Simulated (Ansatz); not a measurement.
# Decaying states in the gap of SrYAlO4, part 2 of 3

Wanted: the relaxed cell of SrYAlO4, its band edges and its decay constants. It is built by putting Y for La in the SrLaAlO4 structure of space group I4mm, with the volume rescaled by atomic radii. The parent structure comes from the Materials Project.

Ansatz 0.2.0; PBEsol DFT, plane waves, PAW files (the session's first sound run).

So far. Step 2 (Relaxing the new crystal): The largest force component on a free atom ends at 0.015 eV/Å.

The structure was built from a prototype and need not be the compound's stable phase.

**3. Band edges**

The energy window and the wavevectors of the next steps follow from the band edges, so these are searched first, off the mesh as well.

input.yaml

```yaml
crystal:
  lattice:
    - [-1.8426596347, 1.8426596347, 6.0212351958]
    - [1.8426596347, -1.8426596347, 6.0212351958]
    - [1.8426596347, 1.8426596347, -6.0212351958]
  atoms:
    - { symbol: Sr, position: [0.6448963929, 0.6448963929, 0.0] }
    - { symbol: "Y", position: [0.3605647013, 0.3605647013, 0.0] }
    - { symbol: Al, position: [0.0010860075, 0.0010860075, 0.0] }
    - { symbol: O, position: [0.838509584, 0.838509584, 0.0] }
    - { symbol: O, position: [0.1719893616, 0.1719893616, 0.0] }
    - { symbol: O, position: [0.9914774763, 0.4914774763, 0.5] }
    - { symbol: O, position: [0.4914774763, 0.9914774763, 0.5] }
kpoints:
  mp_grid: { grid: [8, 8, 8] }
  band_path: { path: [VBM, CBM], npoints: 30 }
scf:
  occupations: { method: fixed }
hamiltonian:
  xc: pbesol
output:
  eigenvalues: true
  write_potential: true
  write_density: true
  volumetric_format: npy
  elf: true
```

Command:

```
ansatz run input.yaml --threads 2 --pin off --max-ram 4096MiB --backend cpu --events-out ev --progress --plain --runs-dir out
```

Numbers of over 12 decimals in the logs are rounded to 6 here.

What it wrote:

```text
[...]
Crystal: 7 atoms, lattice volume = 81.778 Å³
Basis set: ecut = 420 eV, 1585 PW (Γ), FFT grids on a1−a2, a2, a1+a3
Bands: 31, of which v1, the nominal top of the filled ones, is band 24 counted from 1 (23 counted from 0)
Symmetry: 8 space group operations
[...]
k-points: 59 of 512 (time reversal used)
[...]
SCF iter   1: F=—  HF=-10067.728450 eV  |F-HF|=—  |Δ(HF+E_count)|=         —  Δρ=1.59e-2  dr2=1.76e-1  ethr=1.77e-3  ⟨swp⟩=5.1  Hψ=7992  notcnv=0  defer=268
[...]
SCF iter   8: F=-10067.683944 eV  HF=-10067.683944 eV  |F-HF|=2.28e-8  |Δ(HF+E_count)|=   1.93e-8  Δρ=7.98e-6  dr2=5.19e-8  ethr=2.08e-10  ⟨swp⟩=10.7  Hψ=7674  notcnv=0
SCF 1 converged in 8 iterations: F = -10067.683944 eV  dr2 = 5.19e-8
[...]
NSCF: frozen V_eff on 30 k-points
[...]
SCF converged after 8 iterations
Free energy (F): -10067.683944 eV
[...]
Internal energy: -10067.683944 eV  (E = F + TS)
E sigma→0 (E₀):  -10067.683944 eV
Fermi energy:    9.709571 eV
[...]
--- Band table (eV; the first three rows and the last of 59) ---
  k-point 0: bands = [... 20 lower, 8.8240, 9.4768, 9.4867, 9.4867, 14.2403, 14.3071, 15.4379, 15.5179, ... 3 higher]
  k-point 1: bands = [... 20 lower, 8.8032, 8.8455, 9.4367, 9.5419, 14.3096, 14.8356, 15.8947, 15.9678, ... 3 higher]
  k-point 2: bands = [... 20 lower, 8.5499, 8.9014, 9.3586, 9.5097, 14.8812, 15.1874, 16.5567, 16.7544, ... 3 higher]
  k-point 58: bands = [... 20 lower, 9.0324, 9.0324, 9.4056, 9.4056, 13.3117, 14.6661, 15.5048, 15.8253, ... 3 higher]
```

Elapsed: 11 s, on 2 threads of Intel Xeon Platinum 8488C (Sapphire Rapids), shared host; peak memory 0.47 GiB; 22 s of CPU time.

Numbers from this step:

* free energy: -10067.6839 eV
* Fermi energy: 9.710 eV
* gap on the k-mesh: 3.602 eV
* gap on path: 3.602 eV, by band count; negative where bands overlap
* direct gap on path: 3.906 eV
* edge places on path: 0, 3.661 1/A along the path

Electronic bands along the path, in eV, zero at the Fermi level (highest filled level under fixed occupations); v1 is the highest filled band, c1 the lowest empty one:

| point | v4 | v3 | v2 | v1 | c1 | c2 | c3 | c4 |
| --- | --- | --- | --- | --- | --- | --- | --- | --- |
| VBM | -0.97 | -0.60 | -0.06 | 0.00 | 5.27 | 5.91 | 6.14 | 7.42 |
| halfway | -1.18 | -0.56 | -0.38 | -0.29 | 5.34 | 5.43 | 6.81 | 6.96 |
| CBM | -0.68 | -0.68 | -0.30 | -0.30 | 3.60 | 4.96 | 5.80 | 6.12 |

Valence density in the ac plane of the conventional cell at fractional y = 0.000, with atoms of Sr and Y and Al and O within 0.2 Å of it. It is the smooth field of the valence electrons, not physical close to the nuclei.

Ten even steps from '_' (0.0 e/Å³) to '@' (6.8 e/Å³), each cell a mean:
```
________..==##%%**::..______
____________......__________
--::..__________________..::
@@##::________________..==%%
**==..__________________::++
____________________________
....______________________..
----::..______________..::--
::----..______________::----
--::..________________..::--
____________......__________
________..--**%%++::________
________..--##%%**::________
....________......______....
++==--..______________..--==
++++--..______________::==++
--::..__________________..::
____________________________
--::..__________________..::
@@##::________________..==%%
**==..__________________::++
____________________________
____________......__________
________..--##%%**::..______
```
Columns run along a (3.7 Å), rows up along c (12.0 Å), edges of the conventional cell, whose origin can differ from the input's. Atoms in or near the plane, at fractional coordinates: Sr at (0.00, 0.64), Y at (0.00, 0.36), Al at (0.00, 0.00), O at (0.00, 0.84), O at (0.00, 0.17), O at (0.50, 0.99), O at (0.50, 0.49).

ELF in the ac plane of the conventional cell at fractional y = 0.000, with atoms of Sr and Y and Al and O within 0.2 Å of it. It is the smooth field of the valence electrons, not physical close to the nuclei.

Values, 24 rows by 14 columns, each cell a mean:
```
0.04 0.04 0.16 0.51 0.74 0.78 0.65 0.57 0.71 0.79 0.68 0.38 0.08 0.04
0.55 0.43 0.25 0.21 0.35 0.58 0.70 0.73 0.67 0.50 0.28 0.19 0.31 0.48
0.81 0.78 0.64 0.38 0.17 0.16 0.23 0.25 0.20 0.14 0.22 0.48 0.71 0.80
0.47 0.67 0.79 0.69 0.42 0.15 0.06 0.05 0.08 0.23 0.52 0.75 0.77 0.61
0.70 0.77 0.79 0.68 0.46 0.19 0.07 0.04 0.09 0.28 0.55 0.73 0.79 0.74
0.47 0.44 0.38 0.28 0.17 0.08 0.04 0.04 0.05 0.11 0.21 0.32 0.41 0.46
0.54 0.51 0.40 0.22 0.08 0.03 0.03 0.03 0.03 0.04 0.12 0.29 0.45 0.52
0.58 0.71 0.82 0.70 0.34 0.07 0.03 0.03 0.03 0.13 0.48 0.78 0.80 0.67
0.16 0.49 0.81 0.79 0.44 0.09 0.03 0.03 0.04 0.17 0.60 0.84 0.73 0.35
0.75 0.79 0.76 0.51 0.19 0.12 0.19 0.22 0.16 0.12 0.30 0.62 0.79 0.77
0.50 0.42 0.25 0.16 0.31 0.56 0.69 0.72 0.66 0.47 0.24 0.17 0.32 0.46
0.04 0.05 0.13 0.41 0.71 0.78 0.67 0.57 0.72 0.78 0.62 0.29 0.08 0.05
0.09 0.09 0.14 0.41 0.72 0.79 0.66 0.57 0.71 0.80 0.63 0.29 0.10 0.09
0.68 0.59 0.38 0.23 0.36 0.61 0.72 0.73 0.69 0.53 0.28 0.25 0.47 0.63
0.70 0.79 0.79 0.56 0.20 0.15 0.23 0.25 0.20 0.13 0.30 0.67 0.82 0.77
0.58 0.74 0.85 0.70 0.28 0.05 0.04 0.05 0.04 0.09 0.44 0.79 0.83 0.68
0.74 0.71 0.61 0.37 0.11 0.04 0.04 0.04 0.03 0.05 0.20 0.47 0.66 0.72
0.33 0.31 0.24 0.16 0.09 0.05 0.04 0.04 0.04 0.06 0.11 0.18 0.27 0.33
0.73 0.73 0.69 0.58 0.37 0.14 0.05 0.03 0.07 0.22 0.45 0.63 0.72 0.73
0.48 0.68 0.81 0.74 0.50 0.18 0.05 0.03 0.07 0.29 0.60 0.78 0.79 0.61
0.68 0.76 0.77 0.61 0.33 0.10 0.04 0.03 0.05 0.17 0.43 0.69 0.78 0.73
0.75 0.67 0.48 0.26 0.14 0.15 0.20 0.22 0.18 0.13 0.17 0.33 0.56 0.70
0.25 0.20 0.16 0.27 0.45 0.61 0.70 0.72 0.68 0.56 0.38 0.22 0.17 0.22
0.02 0.02 0.16 0.58 0.79 0.80 0.67 0.58 0.72 0.82 0.74 0.44 0.06 0.01
```
Columns run along a (3.7 Å), rows up along c (12.0 Å), edges of the conventional cell, whose origin can differ from the input's. Atoms in or near the plane, at fractional coordinates: Sr at (0.00, 0.64), Y at (0.00, 0.36), Al at (0.00, 0.00), O at (0.00, 0.84), O at (0.00, 0.17), O at (0.50, 0.99), O at (0.50, 0.49).

Electrostatic potential energy in the ac plane of the conventional cell at fractional y = 0.000, with atoms of Sr and Y and Al and O within 0.2 Å of it. With pseudopotentials it is smooth inside the atoms' cores, unlike the true potential.

Values in eV, 24 rows by 14 columns, each cell a mean:
```
  2  -1  -5   1   3 -18 -32 -38 -28  -9   4  -2  -4   0
 -1   1   5  10  12  10   4   2   6  12  11   8   3   0
-10  -3   9  13  14  14  13  13  13  14  14  13   4  -6
-43 -31 -10  11  14  13  13  12  13  14  14   7 -20 -36
-26 -18   2  13  14  14  13  13  13  14  14  11  -7 -22
  9  11  12  13  14  14  14  13  14  14  14  13  12  10
 -7  -3   3   8  11  13  13  14  13  12  10   6   1  -5
-51 -48 -30  -5   6  11  12  13  12   9   3 -12 -40 -50
-51 -51 -46 -14   4  10  12  13  12   8   0 -27 -50 -51
-43 -38 -19   0   8  12  13  13  13  11   6  -5 -28 -41
  2   4   7  10  12  11   7   4   8  12  11   9   6   3
 11  11  12  13   8 -15 -30 -35 -26  -5  11  13  12  11
  8   9  10  12   7 -17 -32 -38 -28  -7  10  11  10   8
-17 -13  -4   5   9   9   4   2   6  10   8   2  -8 -15
-47 -44 -31 -12   4  10  12  13  12   8  -1 -19 -37 -45
-50 -47 -37 -16   1   9  11  12  11   7  -4 -24 -42 -49
-31 -27 -14  -1   7  11  12  13  12   9   5  -5 -20 -29
  4   6   8  10  12  13  13  13  13  13  11  10   7   5
 -9  -3  10  14  14  14  14  14  14  14  14  13   5  -6
-43 -31  -9  12  14  14  13  13  14  14  14   7 -20 -36
-27 -18   2  13  14  14  13  13  13  14  14  11  -7 -22
  6   8  11  13  14  14  14  14  14  14  13  12  10   7
 -4  -4   0   6  11  11   7   4   8  12  10   4  -2  -4
  7   2  -5  -1   3 -16 -31 -35 -26  -7   3  -4  -3   4
```
Columns run along a (3.7 Å; values clipped at the 3rd and 97th percentile), rows up along c (12.0 Å), edges of the conventional cell, whose origin can differ from the input's. Atoms in or near the plane, at fractional coordinates: Sr at (0.00, 0.64), Y at (0.00, 0.36), Al at (0.00, 0.00), O at (0.00, 0.84), O at (0.00, 0.17), O at (0.50, 0.99), O at (0.50, 0.49).

The searched edges give 3.60 eV, as on the mesh.

**4. Decaying states in the gap**

This step: PBEsol DFT, plane waves, PAW files; complex bands by layer matching along the plane's normal (Ansatz 0.2.0).

The same crystal is laid in a cell whose first two vectors span the (001) plane (indices of the standard conventional cell, whose axes can be ordered otherwise than in the bulk input). At fixed energy and wavevector in the plane the solver finds all kz, real and complex. A few wavevectors are listed, (0, 0), (-0.5, -0.5) and (0.5, 0) in units of the plane's reciprocal vectors; the slowest state needn't be among them.

input.yaml

```yaml
crystal:
  lattice:
    - [3.685319269, 0.0, 0.0]
    - [0.0, 3.685319269, 0.0]
    - [1.842659635, 1.842659635, 6.021235196]
  atoms:
    - { symbol: Sr, position: [0.3551036071, 0.3551036071, 0.2897927858] }
    - { symbol: "Y", position: [0.6394352987, 0.6394352987, 0.7211294026] }
    - { symbol: Al, position: [0.9989139925, 0.9989139925, 0.002172015] }
    - { symbol: O, position: [0.161490416, 0.161490416, 0.677019168] }
    - { symbol: O, position: [0.8280106384, 0.8280106384, 0.3439787232] }
    - { symbol: O, position: [0.5085225237, 0.0085225237, 0.9829549526] }
    - { symbol: O, position: [0.0085225237, 0.5085225237, 0.9829549526] }
kpoints:
  mp_grid: { grid: [6, 6, 6] }
scf:
  occupations: { method: fixed }
hamiltonian:
  xc: pbesol
output:
  eigenvalues: true
  transmission:
    leads: [[0, 0]]
    kpoints: [[0.0, 0.0], [-0.5, -0.5], [0.5, 0.0]]
    e_range: [-1.0, 4.6]
    de: 0.09
```

What it wrote:

```text
[...]
Crystal: 7 atoms, lattice volume = 81.778 Å³
Basis set: ecut = 420 eV, 1585 PW (Γ)
Bands: 31, of which v1, the nominal top of the filled ones, is band 24 counted from 1 (23 counted from 0)
Symmetry: 8 space group operations
[...]
k-points: 30 of 216 (time reversal used)
[...]
SCF iter   1: F=—  HF=-10067.728582 eV  |F-HF|=—  |Δ(HF+E_count)|=         —  Δρ=1.59e-2  dr2=1.77e-1  ethr=1.77e-3  ⟨swp⟩=5.3  Hψ=4065  notcnv=0  defer=136
[...]
SCF iter   8: F=-10067.683939 eV  HF=-10067.683939 eV  |F-HF|=3.12e-8  |Δ(HF+E_count)|=   1.49e-8  Δρ=8.66e-6  dr2=5.96e-8  ethr=2.08e-10  ⟨swp⟩=10.7  Hψ=3861  notcnv=0
SCF 1 converged in 8 iterations: F = -10067.683939 eV  dr2 = 5.96e-8
[...]
transmission: 11 of 33 steps passed
transmission: 22 of 33 steps passed
transmission: 33 of 33 steps passed
SCF converged after 8 iterations
Free energy (F): -10067.683939 eV
[...]
Internal energy: -10067.683939 eV  (E = F + TS)
E sigma→0 (E₀):  -10067.683939 eV
Fermi energy:    9.709568 eV
[...]
--- Band table (eV; the first three rows and the last of 30) ---
  k-point 0: bands = [... 20 lower, 8.8240, 9.4768, 9.4867, 9.4867, 14.2403, 14.3071, 15.4379, 15.5179, ... 3 higher]
  k-point 1: bands = [... 20 lower, 8.9110, 9.2724, 9.4546, 9.4546, 13.9073, 14.3920, 15.4540, 15.9259, ... 3 higher]
  k-point 2: bands = [... 20 lower, 9.0101, 9.0101, 9.4120, 9.4120, 13.4783, 14.5682, 15.4875, 16.0142, ... 3 higher]
  k-point 29: bands = [... 20 lower, 8.6723, 9.2513, 9.5300, 9.7093, 15.1576, 15.5995, 15.6192, 17.1162, ... 3 higher]
--- Transmission ---
  basis      : 121 plane waves across, 11 finite elements along
  points     : 3, as listed
  energies   : 63 from -1.000000 to 4.580000 eV about the Fermi level, 0.090000 eV apart; the leads are filled to 1.801088 eV, and channels, transmission and decay are at 1.790000 eV
  crystal 0  : O4Y1Al1Sr1, at the sites [0, 0], period 6.0212 Å: whole cells are its period
    offset         : up to 0.0000 Å between an atom of the period and one for which it stands
    channels       : 0.000000e0 a spin
    conductance    : none, the energies end too early or step too widely for 300 K: set another output.transmission.e_range or a lower de, or, where they end at an eighth of basis.ecutwfc, a higher one
    slowest decay  : 0.3858 /Å at (0.0000, 0.0000)
```

The job ended after 20 s (2 threads; peak memory 0.51 GiB; 26 s of CPU time).

This step gave:

```yaml
level_to_which_the_leads_are_filled: 1.801 eV from the Fermi level
decay_constant_at_the_filling_level_zone_centre: 0.3859 Å⁻¹
decay_constant_at_the_filling_level_slowest_listed_point: 0.3858 Å⁻¹
```

K parallel (0, 0); values up to 1.5 1/Å, a degenerate pair printed once or twice; energies at which all values exceed this have no row. The Im kz of the slowest decaying states by energy, zero at the highest filled level on the SCF mesh:

| energy (eV) | decay 1 (Å⁻¹) | decay 2 (Å⁻¹) | decay 3 (Å⁻¹) | decay 4 (Å⁻¹) |
| --- | --- | --- | --- | --- |
| -1.0000 | 0.138 | 0.445 | 0.446 | 0.601 |
| -0.7300 | 0.305 | 0.457 | 0.613 | 1.05 |
| -0.4600 | 0.249 | 0.468 | 0.618 | 1.02 |
| -0.2800 | 0.229 | 0.474 | 0.618 | 1.01 |
| -0.0100 | 0.169 | 0.319 | 0.425 | 0.481 |
| 0.2600 | 0.241 | 0.410 | 0.487 | 0.512 |
| 0.5300 | 0.287 | 0.458 | 0.491 | 0.574 |
| 0.7100 | 0.311 | 0.480 | 0.493 | 0.585 |
| 0.9800 | 0.338 | 0.494 | 0.504 | 0.569 |
| 1.2500 | 0.359 | 0.494 | 0.520 | 0.549 |
| 1.5200 | 0.375 | 0.493 | 0.526 | 0.530 |
| 1.7900 | 0.386 | 0.490 | 0.499 | 0.536 |
| 1.9700 | 0.391 | 0.479 | 0.488 | 0.538 |
| 2.2400 | 0.396 | 0.445 | 0.483 | 0.538 |
| 2.5100 | 0.398 | 0.406 | 0.477 | 0.535 |
| 2.7800 | 0.358 | 0.397 | 0.470 | 0.530 |
| 2.9600 | 0.320 | 0.394 | 0.464 | 0.525 |
| 3.2300 | 0.248 | 0.387 | 0.454 | 0.516 |
| 3.5000 | 0.133 | 0.376 | 0.443 | 0.504 |
| 3.7700 | 0.357 | 0.431 | 0.489 | 0.550 |
| 4.0400 | 0.326 | 0.416 | 0.472 | 0.500 |
| 4.2200 | 0.291 | 0.406 | 0.459 | 0.466 |
| 4.4900 | 0.177 | 0.390 | 0.420 | 0.437 |

K parallel (-0.5, -0.5); values up to 1.5 1/Å, a degenerate pair printed once or twice; energies at which all values exceed this have no row. The Im kz of the slowest decaying states by energy, zero at the highest filled level on the SCF mesh:

| energy (eV) | decay 1 (Å⁻¹) | decay 2 (Å⁻¹) | decay 3 (Å⁻¹) | decay 4 (Å⁻¹) |
| --- | --- | --- | --- | --- |
| -1.00 | 0.204 | 0.940 | 1.46 | - |
| -0.73 | 0.130 | 0.229 | 0.980 | 1.45 |
| -0.46 | 0.307 | 1.01 | 1.42 | - |
| -0.19 | 0.358 | 1.03 | 1.35 | 1.49 |
| -0.01 | 0.0895 | 0.386 | 1.04 | 1.09 |
| 0.08 | 0.159 | 0.398 | 1.05 | 1.28 |
| 0.44 | 0.285 | 0.441 | 1.06 | 1.41 |
| 0.71 | 0.335 | 0.468 | 1.07 | 1.40 |
| 0.98 | 0.370 | 0.491 | 1.08 | 1.37 |
| 1.25 | 0.395 | 0.512 | 1.08 | 1.34 |
| 1.52 | 0.413 | 0.531 | 1.08 | 1.30 |
| 1.79 | 0.425 | 0.549 | 1.09 | 1.27 |
| 2.06 | 0.433 | 0.565 | 1.09 | 1.24 |
| 2.33 | 0.436 | 0.581 | 1.09 | 1.20 |
| 2.60 | 0.435 | 0.597 | 1.09 | 1.16 |
| 2.87 | 0.431 | 0.613 | 1.08 | 1.12 |
| 3.14 | 0.422 | 0.631 | 1.07 | 1.08 |
| 3.50 | 0.405 | 0.661 | 1.00 | 1.08 |
| 3.77 | 0.386 | 0.695 | 0.932 | 1.08 |
| 4.04 | 0.361 | 0.795 | 1.07 | 1.42 |
| 4.31 | 0.330 | 0.774 | 1.07 | 1.41 |
| 4.58 | 0.289 | 0.751 | 1.07 | 1.39 |

K parallel (0.5, 0); values up to 1.5 1/Å, a degenerate pair printed once or twice; energies at which all values exceed this have no row. The Im kz of the slowest decaying states by energy, zero at the highest filled level on the SCF mesh:

| energy (eV) | decay 1 (Å⁻¹) | decay 2 (Å⁻¹) | decay 3 (Å⁻¹) | decay 4 (Å⁻¹) |
| --- | --- | --- | --- | --- |
| -1.0000 | 0.170 | 0.174 | 0.448 | 1.28 |
| -0.7300 | 0.171 | 0.356 | 0.415 | 1.24 |
| -0.4600 | 0.174 | 0.380 | 0.431 | 1.21 |
| -0.2800 | 0.366 | 0.466 | 1.18 | - |
| -0.0100 | 0.467 | 0.506 | 1.14 | - |
| 0.2600 | 0.530 | 0.537 | 1.10 | - |
| 0.5300 | 0.561 | 0.578 | 1.06 | - |
| 0.7100 | 0.574 | 0.605 | 1.03 | - |
| 0.9800 | 0.590 | 0.632 | 0.648 | 0.991 |
| 1.2500 | 0.603 | 0.615 | 0.727 | 0.948 |
| 1.5200 | 0.613 | 0.618 | 0.777 | 0.904 |
| 1.7900 | 0.620 | 0.624 | 0.839 | - |
| 1.9700 | 0.624 | 0.628 | 0.837 | - |
| 2.2400 | 0.627 | 0.633 | 0.831 | - |
| 2.5100 | 0.629 | 0.636 | 0.823 | - |
| 2.7800 | 0.630 | 0.639 | 0.814 | - |
| 2.9600 | 0.629 | 0.639 | 0.806 | - |
| 3.2300 | 0.626 | 0.639 | 0.777 | 0.811 |
| 3.5000 | 0.622 | 0.637 | 0.743 | 0.817 |
| 3.7700 | 0.616 | 0.633 | 0.717 | 0.812 |
| 4.0400 | 0.609 | 0.625 | 0.694 | 0.802 |
| 4.2200 | 0.603 | 0.618 | 0.680 | 0.792 |
| 4.4900 | 0.593 | 0.601 | 0.666 | 0.771 |

At the listed wavevectors the last open channel is at -0.10 eV and the next at +3.68 eV on the grid. At +1.79 eV, the grid energy nearest the filling level (the middle of the gap on the SCF mesh), the slowest state at the listed wavevectors decays with κ = 0.386 Å⁻¹, its amplitude falling by e over 2.6 Å. Through 1 nm of this crystal that state's transmission falls by exp(−2 × 0.386 Å⁻¹ × 10 Å) = 4.5e-4.

**5. Decay over the two-dimensional zone**

The listed points could miss the slowest state, so one energy near mid-gap is solved on a mesh of 8×8.

Edit input.yaml of step 4 so:

```diff
@@ -21,6 +21,2 @@
   eigenvalues: true
-  transmission:
-    leads: [[0, 0]]
-    kpoints: [[0.0, 0.0], [-0.5, -0.5], [0.5, 0.0]]
-    e_range: [-1.0, 4.6]
-    de: 0.09
+  transmission: { leads: [[0, 0]], kmesh: [8, 8], e_range: [1.8, 1.81], de: 0.05 }
```

What it wrote:

```text
[...]
Crystal: 7 atoms, lattice volume = 81.778 Å³
Basis set: ecut = 420 eV, 1585 PW (Γ)
Bands: 31, of which v1, the nominal top of the filled ones, is band 24 counted from 1 (23 counted from 0)
Symmetry: 8 space group operations
[...]
k-points: 30 of 216 (time reversal used)
[...]
SCF iter   1: F=—  HF=-10067.728582 eV  |F-HF|=—  |Δ(HF+E_count)|=         —  Δρ=1.59e-2  dr2=1.77e-1  ethr=1.77e-3  ⟨swp⟩=5.3  Hψ=4065  notcnv=0  defer=136
[...]
SCF iter   8: F=-10067.683939 eV  HF=-10067.683939 eV  |F-HF|=3.12e-8  |Δ(HF+E_count)|=   1.49e-8  Δρ=8.66e-6  dr2=5.96e-8  ethr=2.08e-10  ⟨swp⟩=10.7  Hψ=3861  notcnv=0
SCF 1 converged in 8 iterations: F = -10067.683939 eV  dr2 = 5.96e-8
[...]
transmission: 20 of 150 steps passed
transmission: 40 of 150 steps passed
[...]
transmission: 150 of 150 steps passed
SCF converged after 8 iterations
Free energy (F): -10067.683939 eV
[...]
Internal energy: -10067.683939 eV  (E = F + TS)
E sigma→0 (E₀):  -10067.683939 eV
Fermi energy:    9.709568 eV
[...]
--- Band table (eV; the first three rows and the last of 30) ---
  k-point 0: bands = [... 20 lower, 8.8240, 9.4768, 9.4867, 9.4867, 14.2403, 14.3071, 15.4379, 15.5179, ... 3 higher]
  k-point 1: bands = [... 20 lower, 8.9110, 9.2724, 9.4546, 9.4546, 13.9073, 14.3920, 15.4540, 15.9259, ... 3 higher]
  k-point 2: bands = [... 20 lower, 9.0101, 9.0101, 9.4120, 9.4120, 13.4783, 14.5682, 15.4875, 16.0142, ... 3 higher]
  k-point 29: bands = [... 20 lower, 8.6723, 9.2513, 9.5300, 9.7093, 15.1576, 15.5995, 15.6192, 17.1162, ... 3 higher]
--- Transmission ---
  basis      : 121 plane waves across, 10 finite elements along
  points     : 15, standing for a mesh of 8 x 8
  energies   : 1 from 1.800000 to 1.800000 eV about the Fermi level; the leads are filled to 1.801088 eV, and channels, transmission and decay are at 1.800000 eV
[...]
channels       : 0.000000e0 a spin
    conductance    : none, crystal 0 has no channel at the energies, or these end too early or step too widely for 300 K: set another output.transmission.e_range or a lower de, or, where they end at an eighth of basis.ecutwfc, a higher one
    slowest decay  : 0.3862 /Å at (0.0000, 0.0000)
```

It took 5.3 s on 2 threads; peak memory 0.49 GiB.

Numbers from this step:

| Item | Value |
| --- | --- |
| least decay constant on the mesh | 0.3862 Å⁻¹ |

Slowest decay constant (1/Å; 0 where a channel is open) over k1 and k2. At 1.8000 eV from the Fermi level.

Values, 8 rows by 8 columns:
```
0.464 0.474 0.502 0.542 0.549 0.542 0.502 0.474
0.543 0.502 0.478 0.499 0.490 0.499 0.478 0.502
0.597 0.542 0.499 0.464 0.443 0.464 0.499 0.542
0.620 0.549 0.490 0.443 0.386 0.443 0.490 0.549
0.597 0.542 0.499 0.464 0.443 0.464 0.499 0.542
0.543 0.502 0.478 0.499 0.490 0.499 0.478 0.502
0.464 0.474 0.502 0.542 0.549 0.542 0.502 0.474
0.426 0.464 0.543 0.597 0.620 0.597 0.543 0.464
```
Columns: k1 (b1) from -0.5 to 0.375; rows upwards: k2 (b2) from -0.5 to 0.375.

The least value on the mesh is 0.386 Å⁻¹ at +1.80 eV. At that energy the listed points give about 0.386 Å⁻¹ by interpolation, so the mesh holds no clearly slower state.

(Continued in part 3 of 3.)

[Logs are printed without paths, hosts, clocks, repeated set-up lines and the standing remarks that a program may print on its own settings, such as how far it seeks lower states.]

[Hosts, paths, dates, database ids (printed as entryN), source tags and the programs' standing remarks are cut or masked in the printed files.]
